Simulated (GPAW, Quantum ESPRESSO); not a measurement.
# Core-hole calculation of the N K edge in TaN (Fm-3m), part 2 of 4

Aim: the N K edge of TaN (Fm-3m) by two routes, a Lanczos recursion (XSpectra) and a sum over empty bands (GPAW), to see which features are robust.

Quantum ESPRESSO 7.5 and GPAW 26.7.0; core-hole supercells, plane-wave PAW PBE.

So far. Step 2 (Ground state of the crystal (Quantum ESPRESSO)): The mesh shows no gap, so the system is treated as a metal and the core electron is put at the Fermi level (neutral cell). Step 3 (Spectrum without a core hole, N atom 2 (Quantum …): Main maxima below 24 eV (height): 2.1 eV (1.49), 5.5 eV (1.39), 7.9 eV (2.04), 10.4 eV (1.88), 15.9 eV (0.82) and 20.3 eV (0.46).

### 6. The atom with a core hole (Quantum ESPRESSO)

Level of this step: all-electron atom with a core hole and its PAW potential, PBE, scalar-relativistic (Quantum ESPRESSO).

The frozen core must hold the hole, so the absorber gets a data set of its own.

N.pbe-n-kjpaw-1sch.ld1.in reads:

```
&input
   title='N', zed=7., rel=1, iswitch=3, dft='PBE',
   config='1s1 2s2 2p4'
/
&inputp
   file_pseudopw='N.pbe-n-kjpaw-1sch.UPF', author='',
   lpaw=.true.,
   pseudotype=3,
   lloc=-1,
   rcloc=1.2,
   which_augfun='PSQ',
   rmatch_augfun_nc=.true.,
   nlcc=.true.,
   new_core_ps=.true.,
   rcore=0.7,
   tm=.true.,
   zval=6,
   lgipaw_reconstruction=.true., use_paw_as_gipaw=.true.
/
4
2S  1  0  2.00  0.00  1.00  1.30  0.0
2S  1  0  0.00  2.00  1.00  1.30  0.0
2P  2  1  4.00  0.00  0.90  1.35  0.0
2P  2  1  0.00  0.05  0.90  1.35  0.0
```

Command:

```bash
ld1.x < N.pbe-n-kjpaw-1sch.ld1.in > N.pbe-n-kjpaw-1sch.ld1.out
```

Log:

```text
     [... banner and references ...]
PAW data will be used for GIPAW calculation
     --------------------------- All-electron run ----------------------------

     N
     scalar relativistic calculation

     atomic number is  7.00
     dft =PBE   lsd =0 sic =0 latt =0  beta=0.20 tr2=1.0E-14
     Exchange-correlation= PBE
                           (   1   4   3   4   0   0   0)
     mesh =1085 r(mesh) =  99.89202 a.u. xmin = -7.00 dx = 0.01250
     1 Ry =  13.60569312 eV, c = 137.03599908

     n l     nl                  e(Ry)          e(Ha)          e(eV)
     1 0     1S 1( 1.00)       -32.1720       -16.0860      -437.7227
     2 0     2S 1( 2.00)        -1.5515        -0.7757       -21.1088
     2 1     2P 1( 4.00)        -0.7016        -0.3508        -9.5456

     final scf error:  7.7E-16 reached in  22 iterations

     Etot =     -79.267264 Ry,     -39.633632 Ha,   -1078.486073 eV

     Ekin =      78.983621 Ry,      39.491811 Ha,    1074.626915 eV
     Encl =    -192.016326 Ry,     -96.008163 Ha,   -2612.515200 eV
     Eh   =      44.141757 Ry,      22.070878 Ha,     600.579199 eV
     Exc  =     -10.376317 Ry,      -5.188159 Ha,    -141.176986 eV

     normalization and overlap integrals

     s(1S/1S) =  1.000000  <r> =   0.2201  <r2> =    0.0652  r(max) =   0.1447
     s(1S/2S) = -0.000186
     s(2S/2S) =  1.000000  <r> =   1.2157  <r2> =    1.7986  r(max) =   0.9315
     s(2P/2P) =  1.000000  <r> =   1.2537  <r2> =    2.0826  r(max) =   0.8221

     ------------------------ End of All-electron run ------------------------

     --------------------- Generating PAW atomic setup --------------------

      Generating local potential from pseudized AE potential:
      Matching radius rcloc =   1.2000

[...]
(   1   4   3   4   0   0   0)
     mesh =1085 r(mesh) =  99.89202 a.u. xmin = -7.00 dx = 0.01250
     1 Ry =  13.60569312 eV, c = 137.03599908

     n l     nl                  e(Ry)          e(Ha)          e(eV)
[...]
final scf error:  7.7E-16 reached in  22 iterations

     Etot =     -79.267264 Ry,     -39.633632 Ha,   -1078.486073 eV

     Ekin =      78.983621 Ry,      39.491811 Ha,    1074.626915 eV
     Encl =    -192.016326 Ry,     -96.008163 Ha,   -2612.515200 eV
     Eh   =      44.141757 Ry,      22.070878 Ha,     600.579199 eV
     Exc  =     -10.376317 Ry,      -5.188159 Ha,    -141.176986 eV

     normalization and overlap integrals

     s(1S/1S) =  1.000000  <r> =   0.2201  <r2> =    0.0652  r(max) =   0.1447
     s(1S/2S) = -0.000186
     s(2S/2S) =  1.000000  <r> =   1.2157  <r2> =    1.7986  r(max) =   0.9315
     s(2P/2P) =  1.000000  <r> =   1.2537  <r2> =    2.0826  r(max) =   0.8221

     ------------------------ End of All-electron run ------------------------

     ---------------------- Testing the pseudopotential ----------------------

     N
     scalar relativistic calculation

     atomic number is  7.00   valence charge is  6.00
     dft = SLA  PW   PBX  PBC   lsd =0 sic =0 latt =0  beta=0.20 tr2=1.0E-14
     mesh =1085 r(mesh) =  99.89202 xmin = -7.00 dx = 0.01250

     n l     nl             e AE (Ry)        e PS (Ry)    De AE-PS (Ry)
     1 0     2S   1( 2.00)       -1.55147       -1.55148        0.00001
     2 1     2P   1( 4.00)       -0.70159       -0.70160        0.00001

     eps = 4.9E-17  iter =  4

     Etot =     -79.267264 Ry,     -39.633632 Ha,   -1078.486073 eV
     Etotps =   -34.539093 Ry,     -17.269546 Ha,    -469.928300 eV

     Ekin =      31.645173 Ry,      15.822587 Ha,     430.554515 eV
     Encl =     -82.680333 Ry,     -41.340167 Ha,   -1124.923239 eV
     Ehrt =      26.872380 Ry,      13.436190 Ha,     365.617354 eV
     Ecxc =     -10.376313 Ry,      -5.188156 Ha,    -141.176929 eV
     (Ecc =      -0.159581 Ry,      -0.079791 Ha,      -2.171215 eV)

     ---------------------- End of pseudopotential test ----------------------
```

The job ended after 0.62 s (1 MPI rank of Arm Neoverse V2, shared host; peak memory 0.12 GiB).

Removing the core electron and adding it to the valence shell costs the free atom 403.3 eV.

### 7. Supercell with XCH, N atom 2 (Quantum ESPRESSO)

The holes are 6.2 Å apart. The excited electron is kept in the cell, where it fills the lowest empty states and screens the hole.

scf.in reads:

```
&control
   calculation='scf', prefix='x', pseudo_dir='../pp', outdir='tmp', tprnfor=.true.
/
&system
   ibrav=0, nat=16, ntyp=3, nbnd=90
   ecutwfc=46, ecutrho=360
   occupations='smearing', smearing='mv', degauss=0.015
/
&electrons
   conv_thr=1.6e-07, electron_maxstep=120
   mixing_beta=0.5
/
ATOMIC_SPECIES
Ta 1.0 Ta.pbe-spn-kjpaw.UPF
N0 1.0 N.pbe-n-kjpaw-1sch.UPF
N 1.0 N.pbe-n-kjpaw.UPF
CELL_PARAMETERS angstrom
  0.00000000 4.35800000 4.35800000
  4.35800000 0.00000000 4.35800000
  4.35800000 4.35800000 0.00000000
ATOMIC_POSITIONS crystal
Ta   0.25000000 0.25000000 0.25000000
Ta   0.25000000 0.25000000 0.75000000
Ta   0.25000000 0.75000000 0.25000000
Ta   0.75000000 0.25000000 0.25000000
Ta   0.25000000 0.75000000 0.75000000
Ta   0.75000000 0.25000000 0.75000000
Ta   0.75000000 0.75000000 0.25000000
Ta   0.75000000 0.75000000 0.75000000
N0   0.00000000 0.00000000 0.00000000
N    0.00000000 0.00000000 0.50000000
N    0.00000000 0.50000000 0.00000000
N    0.50000000 0.00000000 0.00000000
N    0.00000000 0.50000000 0.50000000
N    0.50000000 0.00000000 0.50000000
N    0.50000000 0.50000000 0.00000000
N    0.50000000 0.50000000 0.50000000
K_POINTS automatic
5 5 5 0 0 0
```

Command:

```bash
OMP_NUM_THREADS=1 mpirun --oversubscribe --bind-to none -np 4 pw.x -nk 4 -in scf.in > scf.out
```

Log:

```text
     [... banner and references ...]
[banner, memory and clock lines left out]
using ibrav=0 with symmetry is DISCOURAGED, use correct ibrav instead

     G-vector sticks info

     bravais-lattice index     =            0
     lattice parameter (alat)  =      11.6467  a.u.
     unit-cell volume          =    1117.0903 (a.u.)^3
     number of atoms/cell      =           16
     number of atomic types    =            3
     number of electrons       =       145.00
     number of Kohn-Sham states=           90
     kinetic-energy cutoff     =      46.0000  Ry
     charge density cutoff     =     360.0000  Ry
     scf convergence threshold =      1.6E-07
     mixing beta               =       0.5000
     number of iterations used =            8  plain     mixing
     Exchange-correlation= SLA  PW   PBX  PBC
                           (   1   4   3   4   0   0   0)

     celldm(1)=  11.646652  celldm(2)=   0.000000  celldm(3)=   0.000000
     celldm(4)=   0.000000  celldm(5)=   0.000000  celldm(6)=   0.000000

     crystal axes: (cart. coord. in units of alat)
               a(1) = (   0.000000   0.707107   0.707107 )
               a(2) = (   0.707107   0.000000   0.707107 )
               a(3) = (   0.707107   0.707107   0.000000 )

     reciprocal axes: (cart. coord. in units 2 pi/alat)
               b(1) = ( -0.707107  0.707107  0.707107 )
               b(2) = (  0.707107 -0.707107  0.707107 )
               b(3) = (  0.707107  0.707107 -0.707107 )

     PseudoPot. #1 for Ta:     Pseudo is Projector augmented-wave + core cor, Zval = 13.0

     ../pp/N.pbe-n-kjpaw-1sch.UPF
     Pseudo is Projector augmented-wave + core cor, Zval =  6.0
[...]
iteration # 13     ecut=    46.00 Ry     beta= 0.50
     Davidson diagonalization with overlap
     ethr =  1.06E-09,  avg # of iterations =  4.8

     End of self-consistent calculation

          k = 0.0000 0.0000 0.0000 (  5961 PWs)   bands (ev):

   -47.2259 -47.1682 -47.1682 -47.1682 -47.1470 -47.1470 -47.1366 -47.1217
   -14.4532 -14.3366 -14.3366 -14.3366 -14.2210 -14.2210 -14.2210 -13.7498
   -13.7498 -13.7498 -13.7110 -13.7110 -13.7110 -13.5737 -13.5737 -13.4876
[...]
23.6218  23.9349  23.9349  23.9349  24.2662  24.2662  24.2662  24.3402
    24.3402  24.3784  24.3784  24.3784  24.4187  24.5294  24.5294  24.5779
    25.7443  26.0544

     [... bands of 9 further k-points ...]

     the Fermi energy is    22.4467 ev

!    total energy              =   -6050.64178111 Ry
     total all-electron energy =   -250526.113627 Ry
     estimated scf accuracy    <       0.00000002 Ry
     smearing contrib. (-TS)   =      -0.00153247 Ry
     internal energy E=F+TS    =   -6050.64024864 Ry

     The total energy is F=E-TS. E is the sum of the following terms:
     one-electron contribution =      -4.16922855 Ry
     hartree contribution      =     117.60493522 Ry
     xc contribution           =    -374.96832903 Ry
     ewald contribution        =   -1010.93759934 Ry
     one-center paw contrib.   =   -4778.17002694 Ry

     convergence has been achieved in  13 iterations

     Forces acting on atoms (cartesian axes, Ry/au):

     atom    1 type  1   force =    -0.00000000   -0.00000000   -0.00000000
     atom    2 type  1   force =     0.00000000   -0.00000000    0.03699772
     atom    3 type  1   force =    -0.00000000    0.03699772    0.00000000
[...]
atom   15 type  3   force =     0.00000000   -0.00000000    0.00000000
     atom   16 type  3   force =    -0.00000000    0.00000000    0.00000000

     Total force =     0.090626     Total SCF correction =     0.000146

     XML data file, charge density, pseudopotentials, collected wavefunctions
```

Wall time 71 s (4 MPI ranks); peak memory 0.27 GiB; 4.7 min of CPU time.

Energy with the hole: -3408581.421 eV, cores included.

### 8. Spectrum with XCH, N atom 2 (Quantum ESPRESSO)

The Lanczos recursion gives the spectrum without computing empty bands; each polarisation needs a run of its own on the full k mesh. xe0 is set between filled and empty states, and states below it are cut, here at the Fermi level, which holds the excited electron. The file of filecore holds the core orbital, taken from the hole-free data set.

xspectra.in reads:

```
&input_xspectra
   calculation='xanes_dipole', edge='K'
   prefix='x', outdir='tmp', xiabs=2, xe0=22.4467
   xonly_plot=.false., x_save_file='xanes.sav'
   xniter=3000, xcheck_conv=20, xerror=0.005
   xcoordcrys=.false., xepsilon(1)=1, xepsilon(2)=0, xepsilon(3)=0
/
&plot
   xnepoint=413, xemin=-10, xemax=45, terminator=.true., cut_occ_states=.true.
   xgamma=0.4
/
&pseudos
   filecore='../N.wfc'
/
&cut_occ
   cut_desmooth=0.1, cut_stepl=0.05, cut_stepu=0.05, cut_ierror=1e-5
/
6 6 6 0 0 0
```

Command:

```bash
OMP_NUM_THREADS=1 mpirun --oversubscribe --bind-to none -np 4 xspectra.x -nk 4 -in xspectra.in > xspectra.out
```

Log:

```text
     [... banner and references ...]
Reading input_file

     calculation: xanes_dipole

     xepsilon  [cartesian coordinates]:   1.000000   0.000000   0.000000

     xonly_plot: FALSE
        => complete calculation: Lanczos + spectrum plot

     filecore (core-wavefunction file): ../N.wfc

     main plot parameters:
        cut_occ_states: TRUE
        gamma_mode:  constant
        -> using xgamma [eV]:  0.40
        xemin [eV]: -10.00
        xemax [eV]:  45.00
        xnepoint:  413
        xe0 [eV]:  22.446700 (energy zero read in input file)

     WARNING: variable ef_r is obsolete

                      Reading SCF save directory: x.save

     tmp/x.save/

     Exchange-correlation= PBE
                           (   1   4   3   4   0   0   0)

     G-vector sticks info

                           Getting the Fermi energy

     From SCF save directory:
        ehomo [eV]:   22.7963 (highest occupied level)
        elumo [eV]:   22.8185 (lowest occupied level)
        ef    [eV]:   22.7963

     -> ef (in eV) will be written in x_save_file

                           Energy zero of the spectrum

     -> ef will NOT be used as energy zero of the spectrum
       (because xe0 read in input file)

     G-vector sticks info

     bravais-lattice index     =            0
     lattice parameter (alat)  =      11.6467  a.u.
     unit-cell volume          =    1117.0903 (a.u.)^3
     number of atoms/cell      =           16
     number of atomic types    =            3
     number of electrons       =       145.00
     number of Kohn-Sham states=           90
     kinetic-energy cutoff     =      46.0000  Ry
     charge density cutoff     =     360.0000  Ry
     Exchange-correlation= PBE
                           (   1   4   3   4   0   0   0)

     celldm(1)=  11.646652  celldm(2)=   0.000000  celldm(3)=   0.000000
     celldm(4)=   0.000000  celldm(5)=   0.000000  celldm(6)=   0.000000

     crystal axes: (cart. coord. in units of alat)
               a(1) = (   0.000000   0.707107   0.707107 )
               a(2) = (   0.707107   0.000000   0.707107 )
               a(3) = (   0.707107   0.707107   0.000000 )

     reciprocal axes: (cart. coord. in units 2 pi/alat)
               b(1) = ( -0.707107  0.707107  0.707107 )
               b(2) = (  0.707107 -0.707107  0.707107 )
               b(3) = (  0.707107  0.707107 -0.707107 )

     PseudoPot. #1 for Ta:     Pseudo is Projector augmented-wave + core cor, Zval = 13.0

     ../pp/N.pbe-n-kjpaw-1sch.UPF
     Pseudo is Projector augmented-wave + core cor, Zval =  6.0
     Shape of augmentation charge: PSQ
     Using radial grid of 1085 points,  4 beta functions with:
                l(1) =   0
                l(2) =   0
                l(3) =   1
                l(4) =   1
     Q(r) pseudized with 0 coefficients

     ../pp/N.pbe-n-kjpaw.UPF
     Pseudo is Projector augmented-wave + core cor, Zval =  5.0
     Shape of augmentation charge: PSQ
     Using radial grid of 1085 points,  4 beta functions with:
                l(1) =   0
                l(2) =   0
                l(3) =   1
                l(4) =   1
     Q(r) pseudized with 0 coefficients

     atomic species   valence    mass     pseudopotential
     Ta               13.00     1.00000     Ta( 1.00)
     N0                6.00     1.00000     N ( 1.00)
     N                 5.00     1.00000     N ( 1.00)

     48 Sym. Ops., with inversion, found

   Cartesian axes

     site n.     atom                  positions (alat units)
         1        Ta     tau(   1) = (   0.3535534   0.3535534   0.3535534  )
         2        Ta     tau(   2) = (   0.7071068   0.7071068   0.3535534  )
         3        Ta     tau(   3) = (   0.7071068   0.3535534   0.7071068  )
         4        Ta     tau(   4) = (   0.3535534   0.7071068   0.7071068  )
         5        Ta     tau(   5) = (   1.0606602   0.7071068   0.7071068  )
         6        Ta     tau(   6) = (   0.7071068   1.0606602   0.7071068  )
         7        Ta     tau(   7) = (   0.7071068   0.7071068   1.0606602  )
[...]
15        N      tau(  15) = (   0.3535534   0.3535534   0.7071068  )
        16        N      tau(  16) = (   0.7071068   0.7071068   0.7071068  )

     number of k points=   216  Marzari-Vanderbilt smearing, width (Ry)=  0.0150

     Number of k-points >= 100: set verbosity='high' to print them.

     Dense  grid:   128565 G-vectors     FFT dimensions: (  72,  72,  72)

     Smooth grid:    47183 G-vectors     FFT dimensions: (  54,  54,  54)

     The potential is recalculated from file :
     tmp/x.save/charge-density

     Starting wfcs are  112 atomic wfcs
     Checking if some PAW data can be deallocated...

               Reading core wavefunction file for the absorbing atom

     ../N.wfc successfully read

                              Attributing the PAW radii
                     for the absorbing atom [units: Bohr radius]

        PAW proj 1: r_paw(l= 0)= 1.95  (1.5*r_cut)
        PAW proj 2: r_paw(l= 0)= 1.95  (1.5*r_cut)
        PAW proj 3: r_paw(l= 1)= 2.03  (1.5*r_cut)
        PAW proj 4: r_paw(l= 1)= 2.03  (1.5*r_cut)

        NB: The calculation will not necessary use all these r_paw values.
            - For a edge in the electric-dipole approximation,
              only the r_paw(l=1) values are used.
            - For a K edge in the electric-quadrupole approximation,
              only the r_paw(l=2) values are used.

            - For a L2 or L3 edge in the electric-quadrupole approximation,

              all projectors (s, p and d) are used.

     init_gipaw_1: projectors nearly linearly dependent:
     ntyp =  1, l/n1/n2 =  1 2 1  0.99601458
     init_gipaw_1: projectors nearly linearly dependent:
     ntyp =  1, l/n1/n2 =  2 2 1  0.99577867

                          Starting XANES calculation
                     in the electric dipole approximation

     Method of calculation based on the Lanczos recursion algorithm
        - STEP 1: Construction of a kpoint-dependent Lanczos basis,
          in which the Hamiltonian is tridiagonal (each 'iter'
          corresponds to the calculation of one more Lanczos vector)
        - STEP 2: Calculation of the cross-section as a continued fraction
          averaged over the k-points.

     ... Begin STEP 1 ...

        Radial transition matrix element(s) used in the calculation of the
        initial vector of the Lanczos basis (|tilde{phi}_abs> normalized)
        | For PAW proj. (l=1) #1: radial matrix element =   0.182641945
        | For PAW proj. (l=1) #2: radial matrix element =   0.220604814

NB: the    54 k-point are not all listed below because npool=  4
        |-------------------------------------------------------------
        ! k-point #     1:  ( 0.0000,  0.0000,  0.0000),  0.0093,   1
        |-------------------------------------------------------------
 okvan= T
        |   Norm of the initial Lanczos vector: 0.14612207E+00
        |   Estimated error at iter     20:   1.00764323
        |   Estimated error at iter     40:   0.47930328
        |   Estimated error at iter     60:   0.61289730
        |   Estimated error at iter     80:   0.30260022
        |   Estimated error at iter    100:   0.13772756
[...]
!   => CONVERGED at iter    140 with error=  0.00013801
        |-------------------------------------------------------------
        ! k-point #     2:  ( 0.1179,  0.1179, -0.1179),  0.0093,   1
        |-------------------------------------------------------------
 okvan= T
        |   Norm of the initial Lanczos vector: 0.14611156E+00
[...]
!   => CONVERGED at iter    360 with error=  0.00417416
        |-------------------------------------------------------------
     [... 51 further k-points ...]
        ! k-point #    54:  ( 0.7071,  0.4714, -0.2357),  0.0093,   1
        |-------------------------------------------------------------
 okvan= T
        |   Norm of the initial Lanczos vector: 0.14610626E+00
[...]
|   Estimated error at iter    280:   0.01010549
        |   Estimated error at iter    300:   0.01253252
        |   Estimated error at iter    320:   0.00528519
        !   => CONVERGED at iter    340 with error=  0.00403021

     Results of STEP 1 successfully written in x_save_file
     x_save_file name:
     ->  xanes.sav
     x_save_file version:  2

     ... End STEP 1 ...

     ... Begin STEP 2 ...

     The spectrum is calculated using the following parameters:
        xe0 [eV]:   22.4467
        the occupied states are elimintate from the spectrum
        xemin [eV]: -10.00
        xemax [eV]:  45.00
        xnepoint:  413
        constant broadening parameter [eV]:    0.400
        Core level energy [eV]:  -409.9
         (from electron binding energy of neutral atoms in X-ray data booklet)

     Cross-section successfully written in xanes.dat

     ... End STEP 2 ...

                                END JOB XSpectra
```

Wall time 2.8 min (4 MPI ranks); peak memory 0.2 GiB.

The N K spectrum, N atom 2, excited-electron core hole (neutral cell) (energy from the energy zero of the input (xe0, at the border of filled and empty states); intensity scaled to a mean of 1 over the first 20 eV; the points at xe0, where the cut of filled states can leave a spike, are interpolated):

```tsv
E (eV)	intensity
-2.0	0.09
-1.5	0.12
-1.0	0.18
-0.5	0.31
0.0	0.79
0.5	1.40
1.0	1.81
1.5	2.09
2.0	1.72
2.5	1.33
3.0	1.23
3.5	1.31
4.0	1.30
4.5	1.35
5.0	1.58
5.5	1.59
6.0	2.02
6.5	2.18
7.0	1.79
7.5	1.58
8.0	1.78
8.5	1.10
9.0	0.97
9.5	1.24
10.0	1.28
10.5	1.08
11.0	0.78
11.5	0.54
12.0	0.47
12.5	0.50
13.0	0.53
13.5	0.49
14.0	0.45
14.5	0.50
15.0	0.62
15.5	0.74
16.0	0.48
16.5	0.24
17.0	0.16
17.5	0.14
18.0	0.14
18.5	0.17
19.0	0.24
19.5	0.40
20.0	0.54
20.5	0.52
21.0	0.43
21.5	0.35
22.0	0.36
22.5	0.38
23.0	0.54
23.5	1.05
24.0	1.09
24.5	0.77
25.0	0.70
25.5	0.82
26.0	1.12
26.5	1.39
27.0	1.78
27.5	1.83
28.0	1.66
28.5	1.36
29.0	1.02
29.5	0.70
30.0	0.52
30.5	0.45
31.0	0.36
31.5	0.30
32.0	0.27
```

Main maxima below 24 eV (height): 1.5 eV (2.09), 3.8 eV (1.38), 6.4 eV (2.21), 7.9 eV (1.81), 9.8 eV (1.33) and 23.8 eV (1.23). 

The total-energy difference is 405.88 eV. One term is added: -7.82 eV, since the hole is spin-paired here and a spin-polarised one costs that much less in the free atom (computed apart). The photon energy is then 398.06 eV. The functional leaves an error of a few eV in such absolute values.

(Continued in part 3 of 4.)

[Banner, clock and machine lines of the logs are left out without a mark of their own.]

[Logs are printed without paths, hosts, clocks, repeated set-up lines and the standing remarks that a program may print on its own settings, such as how far it seeks lower states.]

[Hosts, paths, dates, database ids (printed as entryN), source tags and the programs' standing remarks are cut or masked in the printed files.]

[Lists of maxima count a maximum above −3 eV only where it reaches 4 % of the highest in the window and stands out from its surroundings by 2 % of it (1.5 % where it reaches 55 %); shoulders and weaker maxima are passed over, and of the rest the first, up to two pre-edge ones and the few strongest are named.]
